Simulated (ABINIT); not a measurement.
## Beyond one shot: SnO2 (Cassiterite)

How far does self-consistency move the gap of SnO2 (Cassiterite)?

Program: ABINIT 10.8.3. Level of theory: PBE and many-body steps on it, plane waves. Results are calculated unless marked as measured.

**The experiments to reproduce.**

- Gap 3.6 eV: experimental gap quoted from earlier work; bulk crystal (quoted in “Study on the Photocatalytic Properties of Flower-Shaped SnO2”, 2022, pmc:9565917).

This is a report of a sequence of runs, with most program output left out.

### Step 1. The structure

Symmetry: P4_2/mnm, No. 136, tetragonal system. Conventional cell: a = 4.738 Å, b = 4.738 Å, c = 3.187 Å, α = 90.00°, β = 90.00°, γ = 90.00°. Nearest to Sn lie 6 O at 2.05 to 2.06 Å. Nearest to O lie 3 Sn at 2.05 to 2.06 Å. Farther neighbours and most contacts between anions are not listed.

The cell and positions come from the Crystallography Open Database and are kept as given unless a step says otherwise.

### Step 2. Empty states on the mesh, 4×4×4 mesh, 89 bands

This step: ABINIT 10.8.3; DFT, PBE, plane waves, norm-conserving pseudopotentials.

The sums over transitions need many empty states on a uniform mesh; this step solves for them.

run.abi

```
acell 3*1.0 Angstrom
rprim 
  4.738000000000 0.000000000000 0.000000000000
  0.000000000000 4.738000000000 0.000000000000
  0.000000000000 0.000000000000 3.186500000000
ntypat 2
znucl 50 8
natom 6
typat 1 1 2 2 2 2
xred 
  0.000000000000 0.000000000000 0.000000000000
  0.500000000000 0.500000000000 0.500000000000
  0.307100000000 0.307100000000 0.000000000000
  0.192900000000 0.807100000000 0.500000000000
  0.692900000000 0.692900000000 0.000000000000
  0.807100000000 0.192900000000 0.500000000000
pp_dirpath "pseudos"
pseudos "Sn.upf, O.upf"
ecut 42
ngkpt 4 4 4
nshiftk 1
shiftk 0 0 0
kptopt 1
chksymbreak 0
iscf -2
irdden 1
istwfk *1
nband 89
nbdbuf 8
tolwfr 1e-09
nstep 60
prtvol 0
indata_prefix "in"
outdata_prefix "out"
tmpdata_prefix "tmp"
```

Launch:

```console
$ OMP_NUM_THREADS=1 mpirun -n 8 abinit run.abi > log
```

Run time: 44 s. Hardware: 8 MPI ranks of Arm Neoverse V2, shared host; peak memory 0.7 GiB.

Numbers from this step:

```
gap                                                           : 1.284 eV
k of the valence top                                          : 0, 0, 0
k of the conduction bottom                                    : 0, 0, 0
least direct gap                                              : 1.284 eV
k points computed                                             : 18
lowest point of the top converged band, above the valence top : 36.96 eV
```

On this mesh the gap is 1.284 eV.

The density comes from a self-consistent run that is not shown.

### Step 3. Screening, 4×4×4 mesh, 81 bands, screening to 106.1 eV

The RPA dielectric matrix is built and inverted for each q.

This step: RPA screening on PBE, plane waves, norm-conserving pseudopotentials.

run.abi, as its differences from that of step 2:

```diff
@@ -24,10 +24,11 @@
 chksymbreak 0
-iscf -2
-irdden 1
 istwfk *1
-nband 89
-nbdbuf 8
-tolwfr 1e-09
-nstep 60
-prtvol 0
+occopt 1
+irdwfk 1
+optdriver 3
+nband 81
+ecuteps 3.9
+inclvkb 2
+awtr 1
+symchi 1
 indata_prefix "in"
```

Run time: 79 s. Hardware: 8 MPI ranks; peak memory 4.1 GiB; 11 min of CPU time.

Numbers from this step:

```yaml
eps_infinity_with_local_fields_on_this_mesh_along_the_program_s_q_direction: 4.545
the_same_without_local_fields: 4.746
plasma_frequency: 36.20 eV
plane_waves_in_the_screening_matrix: 177
```

Local fields lower ε∞ by 4 %. On a Γ-centred mesh this coarse the value itself is usually too large, while a short band sum pulls it down.

### Step 4. G0W0

The self-energy is evaluated for the states that the input lists, and the levels follow from it, in one-shot runs by the linearised quasiparticle equation.

This step: G0W0 on PBE, plane waves, norm-conserving pseudopotentials.

run.abi, as its differences from that of step 3:

```diff
@@ -27,8 +27,15 @@
 irdwfk 1
-optdriver 3
+optdriver 4
 nband 81
+gwcalctyp 0
+ecutsigx 42
+symsigma 1
+nkptgw 1
+kptgw 
+  0.0000000000 0.0000000000 0.0000000000
+bdgw 
+  32 36
 ecuteps 3.9
-inclvkb 2
-awtr 1
-symchi 1
+irdscr 1
+ppmodel 1
 indata_prefix "in"
```

Run time: 4.5 s. Hardware: 8 MPI ranks; peak memory 2.1 GiB; 35 s of CPU time.

This step gave:

- G0W0 gap on the points computed: 2.79 eV
- starting gap on the mesh: 1.284 eV
- k of the valence top: 0, 0, 0
- k of the conduction bottom: 0, 0, 0
- Z at the valence top: 0.79
- Z at the conduction bottom: 0.846
- least direct G0W0 gap on the computed points: 2.79 eV

The gap on the mesh goes from 1.28 eV to 2.79 eV, a correction of +1.51 eV.

### Step 5. evGW0, cycle 1

This step: evGW0 on PBE, plane waves, norm-conserving pseudopotentials.

run.abi, as its differences from that of step 4:

```diff
@@ -29,10 +29,44 @@
 nband 81
-gwcalctyp 0
+gwcalctyp 10
 ecutsigx 42
 symsigma 1
-nkptgw 1
+nkptgw 18
 kptgw 
   0.0000000000 0.0000000000 0.0000000000
+  0.2500000000 0.0000000000 0.0000000000
+  0.5000000000 0.0000000000 0.0000000000
+  0.2500000000 0.2500000000 0.0000000000
+  0.5000000000 0.2500000000 0.0000000000
+  0.5000000000 0.5000000000 0.0000000000
+  0.0000000000 0.0000000000 0.2500000000
+  0.2500000000 0.0000000000 0.2500000000
+  0.5000000000 0.0000000000 0.2500000000
+  0.2500000000 0.2500000000 0.2500000000
+  0.5000000000 0.2500000000 0.2500000000
+  0.5000000000 0.5000000000 0.2500000000
+  0.0000000000 0.0000000000 0.5000000000
+  0.2500000000 0.0000000000 0.5000000000
+  0.5000000000 0.0000000000 0.5000000000
+  0.2500000000 0.2500000000 0.5000000000
+  0.5000000000 0.2500000000 0.5000000000
+  0.5000000000 0.5000000000 0.5000000000
 bdgw 
-  32 36
+  23 40
+  23 40
+  23 40
+  23 40
+  23 40
+  23 40
+  23 40
+  23 40
+  23 40
+  23 40
+  23 40
+  23 40
+  23 40
+  23 40
+  23 40
+  23 40
+  23 40
+  23 40
 ecuteps 3.9
```

The job ended after 3.6 min (8 MPI ranks; peak memory 6.5 GiB).

Numbers from this step:

- quasiparticle gap on the mesh: 3.082 eV
- gap of the density functional on the mesh: 1.284 eV
- k of the valence top: 0, 0, 0
- k of the conduction bottom: 0, 0, 0
- Z at the valence top: 0.79
- Z at the conduction bottom: 0.846
- least direct quasiparticle gap on the computed points: 3.082 eV

Against G0W0 in ABINIT (4×4×4 mesh, 81 bands, screening to 106.1 eV, Godby-Needs plasmon pole), the gap moves by +0.292 eV. This first cycle still uses the starting levels; it takes the full correction, at all points of the mesh, and its linearised value is 2.790 eV.

### Step 6. evGW0, cycle 2

The corrected levels of the last cycle go back in.

run.abi, as its differences from that of step 5:

```diff
@@ -74,2 +74,3 @@
 ppmodel 1
+irdqps 1
 indata_prefix "in"
```

Wall time 3.6 min (8 MPI ranks); peak memory 6.5 GiB.

This step gave:

- quasiparticle gap on the mesh: 3.019 eV
- gap of the density functional on the mesh: 1.284 eV
- k of the valence top: 0, 0, 0
- k of the conduction bottom: 0, 0, 0
- least direct quasiparticle gap on the computed points: 3.019 eV

Against the cycle before, the gap moves by −0.063 eV.

### Step 7. evGW0, cycle 3

run.abi is that of step 6.

Elapsed: 3.6 min, on 8 MPI ranks; peak memory 6.5 GiB.

Numbers from this step:

| Item | Value |
| --- | --- |
| quasiparticle gap on the mesh | 3.01 eV |
| gap of the density functional on the mesh | 1.284 eV |
| k of the valence top | 0, 0, 0 |
| k of the conduction bottom | 0, 0, 0 |
| least direct quasiparticle gap on the computed points | 3.01 eV |

Against the cycle before, the gap moves by −0.009 eV.

### Step 8. Screening, 4×4×4 mesh, 81 bands, screening to 106.1 eV

This step: RPA screening on PBE, plane waves, norm-conserving pseudopotentials.

run.abi

```
acell 3*1.0 Angstrom
rprim 
  4.738000000000 0.000000000000 0.000000000000
  0.000000000000 4.738000000000 0.000000000000
  0.000000000000 0.000000000000 3.186500000000
ntypat 2
znucl 50 8
natom 6
typat 1 1 2 2 2 2
xred 
  0.000000000000 0.000000000000 0.000000000000
  0.500000000000 0.500000000000 0.500000000000
  0.307100000000 0.307100000000 0.000000000000
  0.192900000000 0.807100000000 0.500000000000
  0.692900000000 0.692900000000 0.000000000000
  0.807100000000 0.192900000000 0.500000000000
pp_dirpath "pseudos"
pseudos "Sn.upf, O.upf"
ecut 42
ngkpt 4 4 4
nshiftk 1
shiftk 0 0 0
kptopt 1
chksymbreak 0
istwfk *1
occopt 1
irdwfk 1
optdriver 3
nband 81
ecuteps 3.9
inclvkb 2
awtr 1
symchi 1
gwcalctyp 10
mbpt_sciss 2.540 eV
nqptdm 1
qptdm 
  0 0 0
indata_prefix "in"
outdata_prefix "out"
tmpdata_prefix "tmp"
```

It took 21 s on 8 MPI ranks; peak memory 4 GiB; 2.8 min of CPU time.

This step gave:

| Property | Result |
| --- | --- |
| ε∞ with local fields, on this mesh, along the program's q direction | 3.703 |
| the same without local fields | 3.837 |
| plasma frequency | 36.20 eV |
| plane waves in the screening matrix | 177 |

This screening uses the functional's bands under a rigid shift, the mean opening of the cycle before.

### Step 9. Screening, 4×4×4 mesh, 81 bands, screening to 106.1 eV

This step: RPA screening on PBE from quasiparticle energies, plane waves, norm-conserving pseudopotentials.

run.abi, as its differences from that of step 8:

```diff
@@ -33,7 +33,23 @@
 symchi 1
+irdqps 1
 gwcalctyp 10
-mbpt_sciss 2.540 eV
-nqptdm 1
+nqptdm 17
 qptdm 
-  0 0 0
+  0.2500000000 0.0000000000 0.0000000000
+  0.5000000000 0.0000000000 0.0000000000
+  0.2500000000 0.2500000000 0.0000000000
+  0.5000000000 0.2500000000 0.0000000000
+  0.5000000000 0.5000000000 0.0000000000
+  0.0000000000 0.0000000000 0.2500000000
+  0.2500000000 0.0000000000 0.2500000000
+  0.5000000000 0.0000000000 0.2500000000
+  0.2500000000 0.2500000000 0.2500000000
+  0.5000000000 0.2500000000 0.2500000000
+  0.5000000000 0.5000000000 0.2500000000
+  0.0000000000 0.0000000000 0.5000000000
+  0.2500000000 0.0000000000 0.5000000000
+  0.5000000000 0.0000000000 0.5000000000
+  0.2500000000 0.2500000000 0.5000000000
+  0.5000000000 0.2500000000 0.5000000000
+  0.5000000000 0.5000000000 0.5000000000
 indata_prefix "in"
```

mrgscr.stdin

```
2
merged
q0_SCR
out_SCR
1
```

Launch:

```console
$ OMP_NUM_THREADS=1 mpirun -n 8 abinit run.abi > log; mrgscr < mrgscr.stdin
```

It took 57 s on 8 MPI ranks; peak memory 3.8 GiB; 7.6 min of CPU time.

Numbers from this step:

| Property | Result |
| --- | --- |
| plasma frequency | 36.20 eV |
| plane waves in the screening matrix | 177 |

This screening reads the quasiparticle levels of the cycle before.

### Step 10. evGW, cycle 1

This step: evGW on PBE, plane waves, norm-conserving pseudopotentials.

run.abi, as its differences from that of step 9:

```diff
@@ -27,12 +27,10 @@
 irdwfk 1
-optdriver 3
+optdriver 4
 nband 81
-ecuteps 3.9
-inclvkb 2
-awtr 1
-symchi 1
-irdqps 1
 gwcalctyp 10
-nqptdm 17
-qptdm 
+ecutsigx 42
+symsigma 1
+nkptgw 18
+kptgw 
+  0.0000000000 0.0000000000 0.0000000000
   0.2500000000 0.0000000000 0.0000000000
@@ -54,2 +52,25 @@
   0.5000000000 0.5000000000 0.5000000000
+bdgw 
+  23 40
+  23 40
+  23 40
+  23 40
+  23 40
+  23 40
+  23 40
+  23 40
+  23 40
+  23 40
+  23 40
+  23 40
+  23 40
+  23 40
+  23 40
+  23 40
+  23 40
+  23 40
+ecuteps 3.9
+irdscr 1
+ppmodel 1
+irdqps 1
 indata_prefix "in"
```

Launch:

```console
$ OMP_NUM_THREADS=1 mpirun -n 8 abinit run.abi > log
```

Run time: 3.6 min. Hardware: 8 MPI ranks; peak memory 6.5 GiB.

This step gave:

| Quantity | Value |
| --- | --- |
| quasiparticle gap on the mesh | 3.424 eV |
| gap of the density functional on the mesh | 1.284 eV |
| k of the valence top | 0, 0, 0 |
| k of the conduction bottom | 0, 0, 0 |
| least direct quasiparticle gap on the computed points | 3.424 eV |

Against G0W0 in ABINIT (4×4×4 mesh, 81 bands, screening to 106.1 eV, Godby-Needs plasmon pole), the gap moves by +0.634 eV.

### Step 11. Screening, 4×4×4 mesh, 81 bands, screening to 106.1 eV

This step: RPA screening on PBE, plane waves, norm-conserving pseudopotentials.

run.abi

```
acell 3*1.0 Angstrom
rprim 
  4.738000000000 0.000000000000 0.000000000000
  0.000000000000 4.738000000000 0.000000000000
  0.000000000000 0.000000000000 3.186500000000
ntypat 2
znucl 50 8
natom 6
typat 1 1 2 2 2 2
xred 
  0.000000000000 0.000000000000 0.000000000000
  0.500000000000 0.500000000000 0.500000000000
  0.307100000000 0.307100000000 0.000000000000
  0.192900000000 0.807100000000 0.500000000000
  0.692900000000 0.692900000000 0.000000000000
  0.807100000000 0.192900000000 0.500000000000
pp_dirpath "pseudos"
pseudos "Sn.upf, O.upf"
ecut 42
ngkpt 4 4 4
nshiftk 1
shiftk 0 0 0
kptopt 1
chksymbreak 0
istwfk *1
occopt 1
irdwfk 1
optdriver 3
nband 81
ecuteps 3.9
inclvkb 2
awtr 1
symchi 1
gwcalctyp 10
mbpt_sciss 3.002 eV
nqptdm 1
qptdm 
  0 0 0
indata_prefix "in"
outdata_prefix "out"
tmpdata_prefix "tmp"
```

It took 21 s on 8 MPI ranks; peak memory 3.9 GiB; 2.8 min of CPU time.

This step gave:

| Property | Result |
| --- | --- |
| ε∞ with local fields, on this mesh, along the program's q direction | 3.599 |
| the same without local fields | 3.724 |
| plasma frequency | 36.20 eV |
| plane waves in the screening matrix | 177 |

This screening uses the functional's bands under a rigid shift, the mean opening of the cycle before.

### Step 12. Screening, 4×4×4 mesh, 81 bands, screening to 106.1 eV

This step: RPA screening on PBE from quasiparticle energies, plane waves, norm-conserving pseudopotentials.

run.abi, as its differences from that of step 11:

```diff
@@ -33,7 +33,23 @@
 symchi 1
+irdqps 1
 gwcalctyp 10
-mbpt_sciss 3.002 eV
-nqptdm 1
+nqptdm 17
 qptdm 
-  0 0 0
+  0.2500000000 0.0000000000 0.0000000000
+  0.5000000000 0.0000000000 0.0000000000
+  0.2500000000 0.2500000000 0.0000000000
+  0.5000000000 0.2500000000 0.0000000000
+  0.5000000000 0.5000000000 0.0000000000
+  0.0000000000 0.0000000000 0.2500000000
+  0.2500000000 0.0000000000 0.2500000000
+  0.5000000000 0.0000000000 0.2500000000
+  0.2500000000 0.2500000000 0.2500000000
+  0.5000000000 0.2500000000 0.2500000000
+  0.5000000000 0.5000000000 0.2500000000
+  0.0000000000 0.0000000000 0.5000000000
+  0.2500000000 0.0000000000 0.5000000000
+  0.5000000000 0.0000000000 0.5000000000
+  0.2500000000 0.2500000000 0.5000000000
+  0.5000000000 0.2500000000 0.5000000000
+  0.5000000000 0.5000000000 0.5000000000
 indata_prefix "in"
```

mrgscr.stdin is that of step 9.

Launch:

```console
$ OMP_NUM_THREADS=1 mpirun -n 8 abinit run.abi > log; mrgscr < mrgscr.stdin
```

Run time: 55 s. Hardware: 8 MPI ranks; peak memory 3.8 GiB; 7.3 min of CPU time.

Numbers from this step:

```yaml
plasma_frequency: 36.20 eV
plane_waves_in_the_screening_matrix: 177
```

This screening reads the quasiparticle levels of the cycle before.

### Step 13. evGW, cycle 2

This step: evGW on PBE, plane waves, norm-conserving pseudopotentials.

run.abi, as its differences from that of step 12:

```diff
@@ -27,12 +27,10 @@
 irdwfk 1
-optdriver 3
+optdriver 4
 nband 81
-ecuteps 3.9
-inclvkb 2
-awtr 1
-symchi 1
-irdqps 1
 gwcalctyp 10
-nqptdm 17
-qptdm 
+ecutsigx 42
+symsigma 1
+nkptgw 18
+kptgw 
+  0.0000000000 0.0000000000 0.0000000000
   0.2500000000 0.0000000000 0.0000000000
@@ -54,2 +52,25 @@
   0.5000000000 0.5000000000 0.5000000000
+bdgw 
+  23 40
+  23 40
+  23 40
+  23 40
+  23 40
+  23 40
+  23 40
+  23 40
+  23 40
+  23 40
+  23 40
+  23 40
+  23 40
+  23 40
+  23 40
+  23 40
+  23 40
+  23 40
+ecuteps 3.9
+irdscr 1
+ppmodel 1
+irdqps 1
 indata_prefix "in"
```

Launch:

```console
$ OMP_NUM_THREADS=1 mpirun -n 8 abinit run.abi > log
```

Run time: 3.6 min. Hardware: 8 MPI ranks; peak memory 6.5 GiB; 28 min of CPU time.

This step gave:

```yaml
quasiparticle_gap_on_the_mesh: 3.478 eV
gap_of_the_density_functional_on_the_mesh: 1.284 eV
k_of_the_valence_top: 0, 0, 0
k_of_the_conduction_bottom: 0, 0, 0
least_direct_quasiparticle_gap_on_the_computed_points: 3.478 eV
```

Against the cycle before, the gap moves by +0.054 eV.

[end of part 1 of 2]

[Paths, hosts, dates, memory and timing lines, banners, echoed tables and standing remarks are left out of the program output.]

[Logs are printed without paths, hosts, clocks, repeated set-up lines and the standing remarks that a program may print on its own settings, such as how far it seeks lower states.]

[Runs of the session that timed out or met a known fault of the program may be left out.]

[Hosts, paths, dates, database ids (printed as entryN), source tags and the programs' standing remarks are cut or masked in the printed files.]

[G0W0 gaps are taken among the corrected bands and points alone; a level outside them can change the order at an edge.]

[Where Ansatz stands beside ABINIT at settings called matched, ABINIT's density can come from a denser mesh and the files from another edition; pairs whose starting gaps differed by over 0.03 eV were left out, so agreement reads better than it is.]
